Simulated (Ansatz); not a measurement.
# Ta: the spin part of the Knight shift

Aim: the contact shift that conduction electrons give to the nuclei of Ta, and how far it is converged.

Program: Ansatz 0.2.0. Level of theory: DFT, PBE, plane-wave PAW, default files (PAW set soft_2), collinear spin, scalar-relativistic. Results are calculated unless marked as measured.

### 1. The structure

Symmetry: Im-3m, No. 229, cubic system. Conventional cell: a = 3.303 Å, b = 3.303 Å, c = 3.303 Å, α = 90.00°, β = 90.00°, γ = 90.00°. Nearest to Ta lie 8 Ta at 2.86 Å.

The cell is an entry of the Crystallography Open Database; it need not be the form that is stable at ambient conditions.

### 2. The crystal in a Zeeman field

A field acting on the spins alone polarises the electrons at the Fermi level, and through exchange the cores. The spin density that this leaves at a nucleus gives the contact field (2μ₀/3) μB ρ_s, and its ratio to B is the isotropic contact shift K; the spin-dipolar anisotropy is not included. The field, 300 T, is far above laboratory fields so that the moment stands clear of numerical noise; it splits the spins by 35 meV, against a smearing of 100 meV. The net moment comes from states near the Fermi level, so the mesh must be dense.

input.yaml

```yaml
crystal:
  lattice:
    - [-1.65128, 1.65128, 1.65128]
    - [1.65128, -1.65128, 1.65128]
    - [1.65128, 1.65128, -1.65128]
  atoms:
    - { symbol: Ta, position: [0.0, 0.0, 0.0] }
kpoints:
  mp_grid: { grid: [27, 27, 27] }
scf:
  lower_state_search: "off"
  occupations: { method: fermi_dirac, width: 0.1 }
  convergence: { dr2_threshold: 1.0e-10 }
hamiltonian:
  xc: pbe
output:
  efg: { contact_densities: true, quadrupole_moments_barn: { Ta: 3.17 } }
  forces: true
  dos: { de: 0.02 }
  write_density: true
  write_potential: true
  elf: true
  volumetric_format: npy
magnetization:
  spin_polarized: true
  magnetic_field: 300
```

Run with:

```console
ansatz run input.yaml --threads 2 --pin off --max-ram 4096MiB --backend cpu --events-out ev --progress --plain --runs-dir out
```

Numbers of over 12 decimals in the logs are rounded to 6 here.

Output:

```text
[a pick of lines, long numbers rounded; other set-up, energy and force rows are left out]
Functional definition: PBE
Basis set: ecut = 420 eV, 369 PW (Γ), exchange–correlation on 40×40×40 points (8 copies of the dense FFT grid, shifted against one another)
Symmetry: 48 space group operations
k-points: 560 of 19683
SCF iter   1: F=—  HF=-9931.555397 eV  |F-HF|=—  |Δ(HF+E_count)|=         —  Δρ=4.57e-2 (↑3.87e-2 ↓4.57e-2)  dr2=2.38e-1  dr2_m=2.34e-1  M=1.238 μB ∫|m|=1.238 μB  ethr=2.26e-3  ⟨swp⟩=1.0  Hψ=92489  notcnv=0
SCF iter   2: F=—  HF=-9932.201490 eV  |F-HF|=—  |Δ(HF+E_count)|=         —  Δρ=3.43e-2 (↑3.43e-2 ↓2.46e-2)  dr2=2.84e-1  dr2_m=7.77e-2  M=0.545 μB ∫|m|=0.545 μB  β_m=0.30  ethr=1.83e-3  ⟨swp⟩=2.1  Hψ=19267  notcnv=0
preconditioner: auto → none  [metal: Δε(μ)=0.000 eV  Ē_g=10.052 eV  σ=0.100 eV  W_gap=0.00  n_scr=0 (ndim 8)  ℏωp=19.6 eV  f_vac=0.000  D(μ)=1.21/eV (n_scr^D=12)]
SCF iter   3: F=—  HF=-9932.185499 eV  |F-HF|=—  |Δ(HF+E_count)|=   1.60e-2  Δρ=2.35e-2 (↑2.35e-2 ↓1.91e-2)  dr2=8.81e-2  dr2_m=4.93e-2  M=0.469 μB ∫|m|=0.469 μB  β_m=0.30  ethr=1.83e-3  ⟨swp⟩=2.3  Hψ=21245  notcnv=0
SCF iter   4: F=—  HF=-9932.203572 eV  |F-HF|=—  |Δ(HF+E_count)|=   1.81e-2  Δρ=1.50e-2 (↑1.39e-2 ↓1.50e-2)  dr2=4.40e-3  dr2_m=3.15e-2  M=0.402 μB ∫|m|=0.402 μB  β_m=0.30  ethr=6.77e-4  ⟨swp⟩=2.7  Hψ=25126  notcnv=0
SCF iter   5: F=—  HF=-9932.225689 eV  |F-HF|=—  |Δ(HF+E_count)|=   2.21e-2  Δρ=1.14e-2 (↑1.13e-2 ↓1.14e-2)  dr2=2.35e-5  dr2_m=2.13e-2  M=0.345 μB ∫|m|=0.345 μB  β_m=0.30  ethr=3.38e-5  ⟨swp⟩=2.0  Hψ=19001  notcnv=0  defer=5
SCF iter   6: F=—  HF=-9932.239043 eV  |F-HF|=—  |Δ(HF+E_count)|=   1.34e-2  Δρ=9.37e-3 (↑9.37e-3 ↓9.37e-3)  dr2=4.27e-6  dr2_m=1.45e-2  M=0.297 μB ∫|m|=0.297 μB  β_m=0.30  ethr=1.81e-7  ⟨swp⟩=2.5  Hψ=21955  notcnv=0  defer=5
SCF iter   7: F=—  HF=-9932.248269 eV  |F-HF|=—  |Δ(HF+E_count)|=   9.23e-3  Δρ=7.77e-3 (↑7.76e-3 ↓7.77e-3)  dr2=9.86e-7  dr2_m=9.96e-3  M=0.257 μB ∫|m|=0.257 μB  β_m=0.30  ethr=3.28e-8  ⟨swp⟩=3.1  Hψ=24357  notcnv=0  defer=5
SCF iter   8: F=—  HF=-9932.254720 eV  |F-HF|=—  |Δ(HF+E_count)|=   6.45e-3  Δρ=6.49e-3 (↑6.49e-3 ↓6.45e-3)  dr2=2.04e-6  dr2_m=6.90e-3  M=0.223 μB ∫|m|=0.223 μB  β_m=0.30  ethr=7.59e-9  ⟨swp⟩=3.5  Hψ=27657  notcnv=0  defer=5
SCF iter   9: F=—  HF=-9932.259255 eV  |F-HF|=—  |Δ(HF+E_count)|=   4.53e-3  Δρ=5.40e-3 (↑5.40e-3 ↓5.39e-3)  dr2=2.49e-7  dr2_m=4.81e-3  M=0.194 μB ∫|m|=0.194 μB  β_m=0.30  ethr=7.59e-9  ⟨swp⟩=3.8  Hψ=27529  notcnv=0  defer=5
SCF iter  10: F=—  HF=-9932.262454 eV  |F-HF|=—  |Δ(HF+E_count)|=   3.20e-3  Δρ=4.52e-3 (↑4.52e-3 ↓4.50e-3)  dr2=4.10e-7  dr2_m=3.36e-3  M=0.170 μB ∫|m|=0.170 μB  β_m=0.43  ethr=1.92e-9  ⟨swp⟩=3.1  Hψ=28267  notcnv=0  defer=5
SCF iter  11: F=—  HF=-9932.269189 eV  |F-HF|=—  |Δ(HF+E_count)|=   6.74e-3  Δρ=1.61e-3 (↑1.61e-3 ↓1.60e-3)  dr2=4.86e-8  dr2_m=4.25e-4  M=0.088 μB ∫|m|=0.088 μB  β_m=0.76  ethr=1.92e-9  ⟨swp⟩=4.0  Hψ=31663  notcnv=0  defer=5
SCF iter  12: F=—  HF=-9932.270226 eV  |F-HF|=—  |Δ(HF+E_count)|=   1.04e-3  Δρ=7.83e-5 (↑6.68e-5 ↓7.83e-5)  dr2=1.96e-8  dr2_m=8.66e-7  M=0.043 μB ∫|m|=0.043 μB  β_m=0.88  ethr=3.74e-10  ⟨swp⟩=4.0  Hψ=31916  notcnv=0  defer=6
SCF iter  13: F=—  HF=-9932.270067 eV  |F-HF|=—  |Δ(HF+E_count)|=         —  Δρ=6.87e-4 (↑6.83e-4 ↓6.87e-4)  dr2=1.16e-8  dr2_m=7.75e-5  M=0.023 μB ∫|m|=0.023 μB  β_m=0.88  ethr=1.51e-10  ⟨swp⟩=6.8  Hψ=84325  notcnv=0  defer=44
SCF iter  14: F=—  HF=-9932.270183 eV  |F-HF|=—  |Δ(HF+E_count)|=   1.16e-4  Δρ=3.46e-4 (↑3.46e-4 ↓3.45e-4)  dr2=1.95e-9  dr2_m=1.97e-5  M=0.031 μB ∫|m|=0.031 μB  β_m=0.94  ethr=8.94e-11  ⟨swp⟩=3.2  Hψ=38358  notcnv=0  defer=46
SCF iter  15: F=—  HF=-9932.270228 eV  |F-HF|=—  |Δ(HF+E_count)|=   4.55e-5  Δρ=2.55e-5 (↑2.55e-5 ↓2.55e-5)  dr2=6.05e-9  dr2_m=1.06e-7  M=0.040 μB ∫|m|=0.040 μB  β_m=0.97  ethr=1.50e-11  ⟨swp⟩=4.0  Hψ=31154  notcnv=0  defer=46
SCF iter  16: F=—  HF=-9932.270228 eV  |F-HF|=—  |Δ(HF+E_count)|=   3.52e-7  Δρ=4.26e-6 (↑4.26e-6 ↓2.95e-6)  dr2=6.45e-9  dr2_m=9.19e-10  M=0.041 μB ∫|m|=0.041 μB  β_m=0.87  ethr=1.50e-11  ⟨swp⟩=3.3  Hψ=26077  notcnv=0  defer=46
SCF iter  17: F=—  HF=-9932.270228 eV  |F-HF|=—  |Δ(HF+E_count)|=   1.07e-9  Δρ=1.47e-6 (↑1.04e-6 ↓1.47e-6)  dr2=1.53e-10  dr2_m=2.35e-10  M=0.041 μB ∫|m|=0.041 μB  β_m=0.93  ethr=1.50e-11  ⟨swp⟩=2.0  Hψ=20282  notcnv=0  defer=46
SCF iter  18: F=-9932.270228 eV  HF=-9932.270228 eV  |F-HF|=2.73e-11  |Δ(HF+E_count)|=  7.44e-10  Δρ=2.83e-7 (↑2.54e-7 ↓2.83e-7)  dr2=1.03e-12  dr2_m=1.17e-11  M=0.041 μB ∫|m|=0.041 μB  β_m=0.96  ethr=1.00e-12  ⟨swp⟩=7.6  Hψ=58762  notcnv=0
SCF iter  19: F=-9932.270228 eV  HF=-9932.270228 eV  |F-HF|=9.09e-12  |Δ(HF+E_count)|=  3.64e-11  Δρ=2.58e-8 (↑2.32e-8 ↓2.58e-8)  dr2=1.26e-15  dr2_m=9.89e-14  M=0.041 μB ∫|m|=0.041 μB  ethr=1.00e-12  ⟨swp⟩=3.6  Hψ=48830  notcnv=0
SCF converged after 19 iterations
Magnetization: 0.0412 μB (6.5206 up, 6.4794 down)
Absolute magnetization: 0.0412 μB (∫|ρ↑−ρ↓|, with the PAW one-centre terms)
Per-site moments (μB) at R_I (Å): [(0.025783, 1.179792)]
Free energy (F): -9932.270228 eV
Fermi energy:    18.654858 eV
--- Forces (eV/Å), atoms counted from 1 ---
--- PAW observables at the nuclei: V_zz in 10²¹ V/m², potentials from the cell's mean, atoms counted from 1 ---
  atom   1  Ta V_zz =    -0.000000   η = 0.0000   by run symmetry: forbidden   C_q = -0.0000 MHz
            electrostatic potential = -14501.672751 V   contact ρ = 8154558.163209 e/Å³   contact ρ_s (e/Å³): all electrons +0.062575, valence +0.066312
--- Band table (eV; the first three rows and the last of 1120) ---
  k-point 0 ↑: bands = ["-48.4513", "-14.4024", "-14.4024", "-14.4024", "10.7102", "19.3455", "19.3455", "19.3455", "22.6279", "22.6279", "33.2297", "33.2297"]
  k-point 1 ↑: bands = ["-48.4498", "-14.4197", "-14.4077", "-14.4025", "10.7717", "19.3048", "19.3350", "19.4059", "22.5576", "22.6276", "33.2866", "33.3361"]
  k-point 2 ↑: bands = ["-48.4452", "-14.4703", "-14.4234", "-14.4027", "10.9534", "19.1872", "19.2967", "19.5860", "22.3773", "22.6286", "33.4465", "33.6503"]
  k-point 559 ↓: bands = ["-48.2039", "-15.1737", "-15.1706", "-15.1706", "14.8824", "14.8900", "25.2684", "25.2684", "25.4823", "27.1764", "27.5661", "27.5661"]
```

It took 32 s on 2 threads of Arm Neoverse N1, shared host; peak memory 0.52 GiB.

The moment is 0.0412 μB a cell, a spin susceptibility of 76.6 × 10⁻⁶ emu per mole of atoms. With 7.769 T for 1 e/Å³:

| site | nucleus | contact shift (ppm) | from valence states | rest (mostly cores) |
| --- | --- | --- | --- | --- |
| Ta | 181Ta | 1620 | 1720 | -97 |

The split depends on the files: semicore shells that they treat as valence count in the first part.

### 3. Is the response linear?

The shift is a ratio that holds only while the moment grows in step with the field, so the field is doubled.

input.yaml: that of step 2 with these lines changed.

```diff
@@ -18,9 +18,4 @@
   forces: true
-  dos: { de: 0.02 }
-  write_density: true
-  write_potential: true
-  elf: true
-  volumetric_format: npy
 magnetization:
   spin_polarized: true
-  magnetic_field: 300
+  magnetic_field: 600
```

Output:

```text
[a pick of lines, long numbers rounded; other set-up, energy and force rows are left out]
[...]
Basis set: ecut = 420 eV, 369 PW (Γ), exchange–correlation on 40×40×40 points (8 copies of the dense FFT grid, shifted against one another)
[... 1 set-up line as in the run before ...]
k-points: 560 of 19683
[...]
SCF converged after 16 iterations
Magnetization: 0.0824 μB (6.5412 up, 6.4588 down)
Absolute magnetization: 0.0824 μB (∫|ρ↑−ρ↓|, with the PAW one-centre terms)
Per-site moments (μB) at R_I (Å): [(0.051603, 1.179792)]
Free energy (F): -9932.271301 eV
Fermi energy:    18.656512 eV
--- Forces (eV/Å), atoms counted from 1 ---
[...]
atom   1  Ta V_zz =    -0.000000   η = 0.0000   by run symmetry: forbidden   C_q = -0.0000 MHz
[...]
```

Run time: 22 s. Hardware: 2 threads; peak memory 0.5 GiB.

The moment goes from 0.0412 to 0.0824 μB, a factor of 2.00, and the shift of Ta from 1620 to 1630 ppm. The response is linear on all sites, to 3 % of the larger of shift and valence part or 3 ppm; the largest move is +14 ppm, on Ta.

### 4. How settled the numbers are

Each row names what differs in the settings from the first run, the PAW files staying the same unless named (PBE, default files (PAW set soft_2), mesh 27×27×27, fermi dirac smearing of 0.1 eV, cutoff 420 eV, 300 T). Shifts in ppm; times on 2 threads of Arm Neoverse N1, shared host.

| run | time | χ_s (10⁻⁶ emu/mol) | Ta |
| --- | --- | --- | --- |
| first run | 32 s | 76.6 | 1620 |
| 2000 T | 21 s | 75.9 | 1740 |
| volume × 1.040 | 27 s | 83.2 | 1140 |
| fermi dirac 0.15 eV | 27 s | 75.3 | 1720 |
| mesh 14×14×14 | 7.1 s | 60.4 | 947 |

### 5. Outcome

- 181Ta contact shift: 1620 ppm
- spin susceptibility: 76.6 × 10⁻⁶ emu per mole of atoms

What this shows: The spin part of the Knight shift is 1620 ppm on Ta in the first run. Widening the smearing to 0.15 eV changes the shift of Ta by +6 %. No row of the table has a finer mesh on this cell, so the value may still hold a sampling error; the coarser mesh 14×14×14 differs by -42 % on Ta. Over the rows of this table on the first cell the shift spans 947 to 1740 ppm on Ta. 2 further runs of this session (failed, refused or on trial settings) are not shown. The orbital shift is left out; on d- and f-block metals such as Ta it can be large. Spin-orbit coupling is missing.

[Logs are printed without paths, hosts, clocks, repeated set-up lines and the standing remarks that a program may print on its own settings, such as how far it seeks lower states.]

[Hosts, paths, dates, database ids (printed as entryN), source tags and the programs' standing remarks are cut or masked in the printed files.]
